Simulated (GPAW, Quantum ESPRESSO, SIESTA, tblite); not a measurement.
**C(100)/TiO2(101) interface (120 atoms): forces by two methods**

Diamond-structure C(100), 3 repeat layers, 12 surface cells, strained +1.49 and +0.04 %; anatase TiO2(101), 2 layers, 2 cells, +0.00 and +0.00 %; outer planes 1.29 Å apart, 12 Å of vacuum above; not relaxed, displaced by a Gaussian of 0.02 Å. Then every atom was moved at random, 0.08 Å r.m.s. a Cartesian component.

Two calculations on one geometry. First: Kohn-Sham DFT, PBE, PAW, atomic orbitals (dzp); LCAO dzp; h 0.18 Å; levels smeared at 580 K (GPAW 26.7.0; Γ point). Second: Kohn-Sham DFT, PBE, SSSP efficiency 1.3.0 pseudopotentials, plane waves; sssp-1.3.0-efficiency; 60/480 Ry; levels smeared at 580 K (Quantum ESPRESSO 7.5; sssp-pbe-1.3.0-efficiency, cutoffs 60/480 Ry, Γ point).

Cell vectors (Å):

```
10.239 0.000 0.000
0.000 7.570 0.000
0.000 0.000 23.581
```

Atom, position (Å) and force of the first calculation (eV/Å):

```
1 C 7.614 5.065 6.040 2.758 -0.073 1.222
2 C 6.347 2.515 6.739 -1.544 -0.010 3.752
3 C 6.300 3.825 7.713 2.535 0.029 1.872
4 C 7.683 3.946 8.670 -1.091 -2.702 -1.082
5 C 7.695 2.651 9.514 -1.732 -0.957 2.602
6 C 6.299 4.971 10.519 3.258 0.540 -2.617
7 C 7.613 2.592 6.206 3.044 0.930 -2.671
8 C 6.389 7.444 6.804 0.126 1.896 0.420
9 C 6.330 1.258 7.755 1.671 -0.786 -2.172
10 C 7.658 1.277 8.536 -1.873 0.472 4.272
11 C 7.612 7.521 9.519 0.505 7.136 4.763
12 C 6.366 2.671 10.355 -0.193 0.612 -1.143
13 C 7.664 0.007 5.880 0.549 -1.199 3.729
14 C 6.417 5.002 6.822 -3.307 1.558 0.392
15 C 6.262 6.206 7.888 2.443 2.351 -2.495
16 C 7.534 6.337 8.843 0.458 -1.467 -6.418
17 C 7.734 5.208 9.628 -1.938 -6.617 0.435
18 C 6.210 7.529 10.430 4.321 -0.936 0.220
19 C 5.079 5.019 5.934 1.355 -0.374 2.286
20 C 3.881 2.711 6.891 -0.847 -6.706 -2.459
21 C 3.823 3.755 7.829 0.494 3.151 3.670
22 C 5.149 4.038 8.794 -1.261 -14.801 -9.367
23 C 5.031 2.468 9.534 4.114 4.823 4.013
24 C 3.823 5.050 10.335 0.229 0.904 0.163
25 C 5.070 2.477 6.056 -0.192 0.405 -0.519
26 C 3.854 7.528 7.010 -0.128 2.035 -5.451
27 C 3.673 1.232 7.851 9.905 -0.181 -4.974
28 C 5.127 1.288 8.615 -3.885 -1.104 0.965
29 C 5.098 7.519 9.523 -0.328 3.466 2.640
30 C 3.926 2.495 10.623 -4.392 -2.535 -3.263
31 C 5.172 7.499 5.994 -2.346 0.066 2.202
32 C 3.989 4.879 6.938 -3.534 5.665 -3.756
33 C 3.855 6.323 7.800 -1.850 -3.336 -0.506
34 C 4.921 6.360 8.743 5.342 -4.058 -2.437
35 C 5.209 5.066 9.545 -4.236 8.118 6.993
36 C 3.979 0.109 10.502 -8.018 1.460 -1.505
37 C 2.629 4.995 6.047 -0.569 0.140 1.089
38 C 1.402 2.613 6.987 -3.151 -2.209 -4.353
39 C 1.157 3.862 7.785 3.672 -1.425 0.839
40 C 2.548 3.804 8.711 -0.707 -0.376 0.025
41 C 2.460 2.477 9.609 4.684 0.241 -3.261
42 C 1.341 5.103 10.274 -7.700 -0.636 3.651
43 C 2.629 2.507 6.041 -0.887 1.071 2.103
44 C 1.339 7.542 7.019 -0.783 3.960 -7.637
45 C 1.300 1.275 7.787 -1.474 0.692 0.389
46 C 2.567 1.196 8.567 -6.417 1.847 8.254
47 C 2.484 7.549 9.613 2.583 0.271 -0.367
48 C 1.390 2.616 10.402 -6.454 -0.955 0.456
49 C 2.592 7.527 6.103 0.591 -0.041 1.543
50 C 1.198 5.153 6.913 2.520 -5.652 -3.760
51 C 1.327 6.305 7.660 -1.262 1.341 6.752
52 C 2.558 6.177 8.505 -0.344 3.751 3.969
53 C 2.452 5.145 9.583 7.843 -3.246 -3.077
54 C 1.299 0.109 10.500 -0.711 0.317 -3.515
55 C 0.051 5.075 6.046 -2.857 0.393 0.470
56 C 8.932 2.510 6.951 -0.989 2.378 -3.295
57 C 8.913 3.826 7.713 0.774 0.539 3.790
58 C 10.202 3.707 8.652 -1.691 2.497 0.192
59 C 10.152 2.412 9.565 3.469 5.779 4.146
60 C 9.073 4.954 10.323 -6.290 0.442 2.193
61 C 10.181 2.492 6.086 2.437 0.348 0.441
62 C 8.898 7.468 6.888 1.534 2.941 -4.047
63 C 8.930 1.377 7.824 0.276 -5.576 -1.055
64 C 10.173 1.308 8.713 2.041 -1.277 -4.160
65 C 10.231 0.113 9.492 0.943 -2.633 4.181
66 C 9.006 2.635 10.568 -4.417 0.596 -3.361
67 C 0.139 7.549 5.939 -2.490 -0.199 3.304
68 C 8.922 5.149 7.072 0.375 -10.552 -11.632
69 C 8.950 6.226 7.725 0.402 11.504 7.387
70 C 0.064 6.405 8.657 -2.489 -1.089 -1.468
71 C 0.011 5.152 9.470 3.137 -2.574 3.229
72 C 8.997 0.028 10.354 -3.369 -2.243 -1.000
73 Ti 5.111 7.022 12.331 5.662 2.841 0.903
74 Ti 10.182 5.260 12.511 0.345 0.975 -0.220
75 Ti 7.269 5.207 13.356 0.954 -0.025 -0.829
76 Ti 2.344 7.072 13.353 -2.320 -0.010 2.225
77 O 6.975 6.975 13.121 0.990 2.107 0.834
78 O 1.851 5.261 13.224 -0.333 -0.616 -0.230
79 O 9.109 5.314 14.096 1.290 -0.456 -2.885
80 O 4.012 7.107 14.099 1.660 0.118 -0.921
81 O 0.380 7.062 12.352 0.003 0.145 1.428
82 O 5.388 5.296 12.626 -0.913 -3.163 0.675
83 O 8.257 5.133 11.666 5.296 -0.044 0.875
84 O 3.418 7.121 11.794 -0.999 1.271 -4.037
85 Ti 3.763 7.062 15.991 -3.336 3.433 0.902
86 Ti 8.633 5.267 15.863 1.283 -0.597 4.109
87 Ti 5.805 5.166 16.797 5.594 1.291 0.092
88 Ti 0.809 6.904 16.933 4.943 6.879 -0.456
89 O 5.503 7.129 16.707 3.022 -0.688 1.287
90 O 0.411 5.338 16.576 0.268 -6.650 0.480
91 O 7.725 5.084 17.459 -2.944 0.330 1.129
92 O 2.651 7.115 17.541 -1.797 -0.558 1.363
93 O 9.227 7.052 16.069 -1.037 2.029 -0.086
94 O 3.948 5.314 16.222 0.851 -5.307 0.523
95 O 6.933 5.288 15.208 -3.496 -0.108 -0.055
96 O 2.019 7.121 15.336 -3.535 0.085 -2.149
97 Ti 4.964 3.326 12.408 4.849 -0.816 0.073
98 Ti 10.236 1.572 12.548 1.272 -2.467 -3.188
99 Ti 7.439 1.478 13.519 -3.426 -0.471 -7.472
100 Ti 2.271 3.224 13.254 -1.239 2.674 0.634
101 O 6.784 3.413 13.155 1.141 -1.314 0.762
102 O 1.794 1.523 13.213 0.659 -3.886 0.476
103 O 9.242 1.447 13.959 0.167 -0.510 3.478
104 O 3.953 3.282 14.006 1.941 0.070 0.984
105 O 0.359 3.268 12.616 -0.628 3.566 0.488
106 O 5.729 1.334 12.664 -2.571 1.072 -0.128
107 O 8.362 1.530 11.645 4.013 0.983 -3.955
108 O 3.184 3.238 11.648 2.429 -0.734 -2.363
109 Ti 3.562 3.422 16.045 1.436 -1.824 -0.885
110 Ti 8.796 1.454 15.959 1.439 0.430 4.106
111 Ti 5.877 1.513 16.893 3.160 -1.717 -0.473
112 Ti 0.956 3.385 16.881 -2.862 -1.686 -3.070
113 O 5.565 3.287 16.476 -0.713 1.333 0.524
114 O 0.400 1.375 16.671 0.526 1.882 0.877
115 O 7.730 1.478 17.578 -1.304 -0.127 -1.443
116 O 2.566 3.388 17.621 0.448 0.021 0.943
117 O 9.200 3.428 16.117 0.657 -1.751 -0.229
118 O 4.081 1.339 16.251 -0.600 3.638 0.125
119 O 7.016 1.541 15.105 -2.642 -0.175 6.306
120 O 1.952 3.398 15.139 -2.518 -0.020 3.070
```

Q: Give the forces of the second method.

Atom and force (eV/Å):

```
1 2.358 -0.052 1.589
2 -1.301 -0.015 3.268
3 2.513 0.231 1.683
4 -0.960 -2.817 -0.984
5 -1.860 -0.776 2.615
6 3.024 0.619 -2.990
7 2.659 0.829 -2.188
8 -0.095 1.922 0.015
9 1.593 -0.730 -1.954
10 -1.729 0.458 4.013
11 0.566 6.647 4.509
12 -0.246 0.618 -1.422
13 0.517 -1.246 3.893
14 -3.001 1.403 0.223
15 2.482 2.380 -2.494
16 0.429 -1.368 -5.770
17 -1.813 -6.330 0.194
18 3.987 -0.938 -0.145
19 1.216 -0.366 2.631
20 -0.807 -6.389 -2.592
21 0.410 3.074 3.138
22 -1.127 -14.018 -8.878
23 4.122 4.613 4.084
24 0.207 0.910 -0.171
25 -0.083 0.455 -0.031
26 -0.274 1.845 -5.351
27 9.299 -0.406 -4.618
28 -3.677 -0.944 0.994
29 -0.272 3.168 2.804
30 -4.372 -2.266 -3.218
31 -2.034 0.046 2.515
32 -3.410 5.397 -3.876
33 -1.772 -3.018 -0.364
34 5.211 -3.793 -2.427
35 -4.137 7.425 6.676
36 -7.849 1.208 -1.506
37 -0.526 0.160 1.251
38 -3.056 -2.141 -4.291
39 3.469 -1.580 0.764
40 -0.599 -0.421 0.023
41 4.079 0.395 -2.884
42 -7.152 -0.564 3.036
43 -0.854 1.099 2.442
44 -0.722 3.705 -7.536
45 -1.255 0.623 0.301
46 -5.988 1.865 7.733
47 2.328 0.460 -0.178
48 -5.860 -1.082 -0.058
49 0.586 -0.008 1.866
50 2.244 -5.360 -3.724
51 -1.161 1.315 6.321
52 -0.317 3.580 3.863
53 7.306 -3.185 -2.716
54 -0.494 0.272 -3.885
55 -2.482 0.449 0.842
56 -0.965 2.223 -3.299
57 0.719 0.631 3.632
58 -1.526 2.466 0.055
59 3.299 5.526 3.920
60 -6.257 0.627 1.979
61 2.210 0.337 0.661
62 1.420 2.707 -4.063
63 0.122 -5.234 -1.024
64 1.926 -1.203 -3.714
65 0.765 -2.482 4.071
66 -4.270 0.416 -3.525
67 -2.421 -0.156 3.434
68 0.357 -9.939 -10.994
69 0.463 10.832 6.578
70 -2.501 -1.177 -1.244
71 3.021 -2.436 3.382
72 -3.216 -2.194 -1.347
73 5.388 2.546 1.081
74 0.368 1.099 -0.023
75 0.774 0.134 -0.809
76 -1.899 -0.159 2.247
77 0.938 1.784 0.866
78 -0.409 -0.393 -0.263
79 1.057 -0.497 -2.778
80 1.249 0.036 -0.936
81 -0.021 -0.099 1.626
82 -0.805 -2.809 0.647
83 5.434 -0.032 1.092
84 -0.587 1.324 -3.591
85 -3.354 3.240 0.944
86 1.182 -0.532 3.933
87 5.510 1.292 -0.342
88 4.803 6.180 -0.963
89 2.730 -0.768 1.199
90 0.427 -5.875 0.763
91 -2.971 0.425 0.653
92 -1.875 -0.622 1.011
93 -0.987 1.896 0.010
94 1.062 -5.000 0.505
95 -3.100 -0.125 -0.001
96 -3.207 -0.007 -2.077
97 4.702 -0.743 0.315
98 1.281 -1.992 -2.668
99 -3.561 -0.423 -6.803
100 -1.159 2.363 0.690
101 1.059 -1.093 0.783
102 0.495 -3.409 0.411
103 0.042 -0.466 3.105
104 1.647 0.075 0.696
105 -0.601 3.090 0.665
106 -2.415 1.047 0.030
107 4.132 1.066 -3.668
108 2.718 -0.907 -1.951
109 1.188 -1.692 -0.870
110 1.374 0.400 4.039
111 2.974 -1.601 -0.860
112 -2.375 -1.609 -3.180
113 -0.797 1.239 0.730
114 0.380 1.885 0.862
115 -1.413 -0.122 -1.788
116 0.092 0.082 0.318
117 0.672 -1.701 -0.230
118 -0.254 3.477 0.191
119 -2.138 -0.265 5.689
120 -2.219 -0.042 3.164
```

The two sets differ by 255 meV/Å r.m.s., 8.5 % of the r.m.s. force of the Quantum ESPRESSO run. The runs have no spin polarisation, so any moments at edges, vacancies or dangling bonds can't form. The electronic-structure runs sample only Γ, in a cell whose shortest periodic width is 8 Å, which is coarse for a cell with partly filled levels.

[Logs are printed without paths, hosts, clocks, repeated set-up lines and the standing remarks that a program may print on its own settings, such as how far it seeks lower states.]

[Hosts, paths, dates, database ids (printed as entryN), source tags and the programs' standing remarks are cut or masked in the printed files.]
